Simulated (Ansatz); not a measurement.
# Phonons of AlN (P6_3mc) against volume, part 2 of 2

Wanted: Grüneisen parameters and pressure coefficients of the modes of AlN (P6_3mc).

Ansatz 0.2.0; DFT LDA, scalar-relativistic, plane waves, PAW; PAW set soft_1.

So far, highest optical mode at the zone centre (no LO-TO term) (cm⁻¹): step 4 (zone-centre response at rest) 730; step 6 (volume ratio 1.06) 686.

The database entry behind the starting cell differs from later determinations by our own check (inner coordinate u about 0.002 short), so it need not match the best structure at ambient conditions.

## (8) Modes of this member: 0.9 times the volume at rest

The zone-centre modes follow for 0.9 times the volume at rest, with the response to a field.

The input, input.yaml:

```yaml
crystal:
  lattice:
    - [2.9927758627, 0.0, 0.0]
    - [-1.4963879314, 2.5918199249, 0.0]
    - [0.0, 0.0, 4.7383789583]
  atoms:
    - { symbol: "N", position: [0.3333333333, 0.6666666667, 0.3826150024] }
    - { symbol: "N", position: [0.6666666667, 0.3333333333, 0.8826150024] }
    - { symbol: Al, position: [0.3333333333, 0.6666666667, -0.0026150024] }
    - { symbol: Al, position: [0.6666666667, 0.3333333333, 0.4973849976] }
kpoints:
  mp_grid: { grid: [9, 9, 6] }
hamiltonian:
  xc: lda
  pseudopotentials: { kind: paw, azcp: { folder: soft_1 }, xc_functional: pbe }
scf:
  occupations: { method: fixed }
output:
  eigenvalues: true
phonons:
  method: dfpt
  dielectric: true
  rigid_motions: translations
```

Launch:

```bash
> ansatz run input.yaml --threads 8 --pin off --max-ram 16384MiB --backend cpu --events-out ev --progress --plain --runs-dir out
```

Elapsed: 9.9 s, on 8 threads of AMD EPYC 7B13 (Zen 3), shared host; peak memory 0.64 GiB; 68 s of CPU time.

Numbers from this step:

```
sum-rule residual before enforcement                    : 3.13e-5 eV/Å²
miss of the charge sum rule                             : 0.001268 e
estimated error of the dielectric tensor                : 0.01197
estimated error of the Born charges                     : 0.009422 e
highest optical mode at the zone centre (no LO-TO term) : 820.4 cm⁻¹
lowest optical zone-centre mode                         : 238.8 cm⁻¹
mean high-frequency dielectric constant                 : 4.320
largest Born charge (third of the trace)                : -2.568 e
mean static dielectric constant                         : 7.668
top of the zone-centre spectrum with the field          : 1027 cm⁻¹
```

Without the LO-TO term. Patterns of degenerate modes are one choice out of their space. The modes at Γ (shares of kinetic energy by element, %):

| mode | frequency (cm⁻¹) | symmetry | N % | Al % |
| --- | --- | --- | --- | --- |
| 1 | 0.0 | acoustic | 34 | 66 |
| 2 | 0.0 | acoustic | 34 | 66 |
| 3 | 0.0 | acoustic | 34 | 66 |
| 4 | 238.8 | E2 | 31 | 69 |
| 5 | 238.8 | E2 | 31 | 69 |
| 6 | 599.5 | B1 | 3 | 97 |
| 7 | 707.9 | A1 | 66 | 34 |
| 8 | 789.6 | E2 | 69 | 31 |
| 9 | 789.6 | E2 | 69 | 31 |
| 10 | 790.1 | E1 | 66 | 34 |
| 11 | 790.1 | E1 | 66 | 34 |
| 12 | 820.4 | B1 | 97 | 3 |

Transverse modes. Lines of the infrared spectrum (strongest = 100):

| position (cm⁻¹) | lines merged | relative intensity |
| --- | --- | --- |
| 239 | 1 | 0.0 |
| 600 | 1 | 0.0 |
| 708 | 1 | 58 |
| 790 | 2 | 100 |
| 820 | 1 | 0.0 |

Without the LO-TO term the lowest optical mode is real, 239 cm⁻¹, and the highest lies at 820.4 cm⁻¹.

Between step 4 and this run (volume ratio 0.9) the value for the highest optical mode at the zone centre (no LO-TO term) moves from 730 cm⁻¹ to 820 cm⁻¹ (+12 %).

## (9) All members side by side

The members are set side by side, also those not shown above.

Each row is one cell with its response, relaxed at fixed volume as far as symmetry leaves anything free; energies are extrapolated to zero smearing, and E0 is that at rest; the axis is the Cartesian z axis of the cell; shape and atoms are relaxed in each cell where symmetry leaves them free. State of the crystal along the series:

| volume ratio | V (Å³/atom) | pressure (GPa) | E - E0 (meV/atom) | first cell vector (Å) | third cell vector (Å) | gap on mesh (eV) | ε∞ along the axis | ε∞ across the axis, mean | ε0 along the axis | ε0 across the axis, mean | largest Born charge in size, a third of the trace (e) | top mode with the field, highest of q along x, y and z (cm⁻¹) |
| --- | --- | --- | --- | --- | --- | --- | --- | --- | --- | --- | --- | --- |
| 0.9 | 9.189 | 26.99 | 79.15 | 2.993 | 4.738 | 4.927 | 4.483 | 4.239 | 8.679 | 7.163 | 2.568 | 1027 |
| 0.92 | 9.393 | 20.51 | 48.95 | 3.012 | 4.783 | 4.93 | 4.506 | 4.268 | 8.812 | 7.324 | 2.57 | 1003 |
| 0.94 | 9.597 | 14.62 | 26.59 | 3.031 | 4.825 | 4.931 | 4.532 | 4.299 | 8.964 | 7.488 | 2.572 | 979.9 |
| 0.96 | 9.801 | 9.27 | 11.44 | 3.05 | 4.866 | 4.761 | 4.56 | 4.331 | 9.132 | 7.657 | 2.574 | 957.9 |
| 0.98 | 10.01 | 4.409 | 2.767 | 3.069 | 4.905 | 4.587 | 4.59 | 4.364 | 9.315 | 7.832 | 2.576 | 936.7 |
| 0.99 | 10.11 | 2.149 | 0.6832 | 3.079 | 4.924 | 4.501 | 4.605 | 4.381 | 9.411 | 7.922 | 2.577 | 926.4 |
| 1 | 10.21 | -0.002424 | 0 | 3.089 | 4.943 | 4.416 | 4.621 | 4.399 | 9.511 | 8.013 | 2.578 | 916.3 |
| 1.02 | 10.41 | -4.009 | 2.602 | 3.108 | 4.98 | 4.248 | 4.655 | 4.435 | 9.72 | 8.2 | 2.58 | 896.6 |
| 1.04 | 10.62 | -7.647 | 10.07 | 3.127 | 5.016 | 4.085 | 4.691 | 4.472 | 9.943 | 8.392 | 2.582 | 877.6 |
| 1.06 | 10.82 | -10.95 | 21.95 | 3.146 | 5.052 | 3.926 | 4.729 | 4.511 | 10.18 | 8.591 | 2.584 | 859.2 |

Without the LO-TO term; each mode is tracked from rest by its pattern, and modes that stay within 0.3 cm⁻¹ of each other stand once; shape and atoms are relaxed in each cell where symmetry leaves them free. Optical modes along the series:

| V (Å³/atom) | mode 4 E2 (cm⁻¹) | mode 6 B1 (cm⁻¹) | mode 7 A1 (cm⁻¹) | mode 8 E2 (cm⁻¹) | mode 10 E1 (cm⁻¹) | mode 12 B1 (cm⁻¹) |
| --- | --- | --- | --- | --- | --- | --- |
| 9.189 | 238.8 | 599.5 | 707.9 | 789.6 | 790.1 | 820.4 |
| 9.393 | 238.7 | 591.3 | 690.6 | 762.9 | 765.7 | 800.7 |
| 9.597 | 238.9 | 582.5 | 673 | 737.5 | 742.5 | 781.7 |
| 9.801 | 239.1 | 573.3 | 655.4 | 713.2 | 720.4 | 763.6 |
| 10.01 | 239.3 | 563.6 | 638 | 689.9 | 699.2 | 746.3 |
| 10.11 | 239.4 | 558.6 | 629.5 | 678.6 | 688.9 | 737.9 |
| 10.21 | 239.5 | 553.6 | 620.9 | 667.5 | 678.9 | 729.8 |
| 10.41 | 239.7 | 543.2 | 604.1 | 646 | 659.4 | 714.2 |
| 10.62 | 239.7 | 532.6 | 587.7 | 625.3 | 640.7 | 699.5 |
| 10.82 | 239.7 | 521.8 | 571.7 | 605.3 | 622.6 | 685.6 |

From cubic fits (parabolas where under five rows exist) of ln ω and P against ln V through the rows within about 4 % of rest: γ = −d ln ω / d ln V and dω/dP = γ ω / B. Slopes at rest:

| mode | fitted frequency at rest (cm⁻¹) | Grüneisen parameter γ | dω/dP (cm⁻¹/GPa) |
| --- | --- | --- | --- |
| mode 4 E2 | 239.5 | -0.04 | -0.04 |
| mode 6 B1 | 553.5 | 0.92 | 2.43 |
| mode 7 A1 | 620.9 | 1.36 | 4.04 |
| mode 8 E2 | 667.5 | 1.64 | 5.22 |
| mode 10 E1 | 678.9 | 1.46 | 4.73 |
| mode 12 B1 | 729.8 | 1.09 | 3.81 |

## (10) What came out

```json
{"members": "10", "highest optical mode at the zone centre (no LO-TO term), at rest": "729.8 cm⁻¹", "bulk modulus at rest": "209 GPa", "mode 7 A1, γ": "1.36", "mode 8 E2, γ": "1.64", "mode 10 E1, γ": "1.46", "mode 12 B1, γ": "1.09"}
```

The series spans -10.9 to 27.0 GPa, and the slope at rest gives a bulk modulus of 209 GPa. Among the modes in the table of slopes γ runs from -0.04 (mode 4 E2) to 1.64 (mode 8 E2). A negative γ means that the mode softens under pressure. ε∞ along z is 4.62 at rest, with d ln ε∞ / d ln V = 0.36. One k mesh and one cutoff serve the ground states and modes of all volumes; the field response picks its own mesh. These are harmonic frequencies at zero temperature: anharmonic shifts, linewidths and thermal expansion are left out. The PAW files were made for PBE; the program adapts parts of them to the functional of the run, but their partial waves stay those of PBE, an approximation that was not tested in this session. Only the zone centre was solved, so an instability at another wavevector cannot show here.

[Logs are printed without paths, hosts, clocks, repeated set-up lines and the standing remarks that a program may print on its own settings, such as how far it seeks lower states.]

[Hosts, paths, dates, database ids (printed as entryN), source tags and the programs' standing remarks are cut or masked in the printed files.]
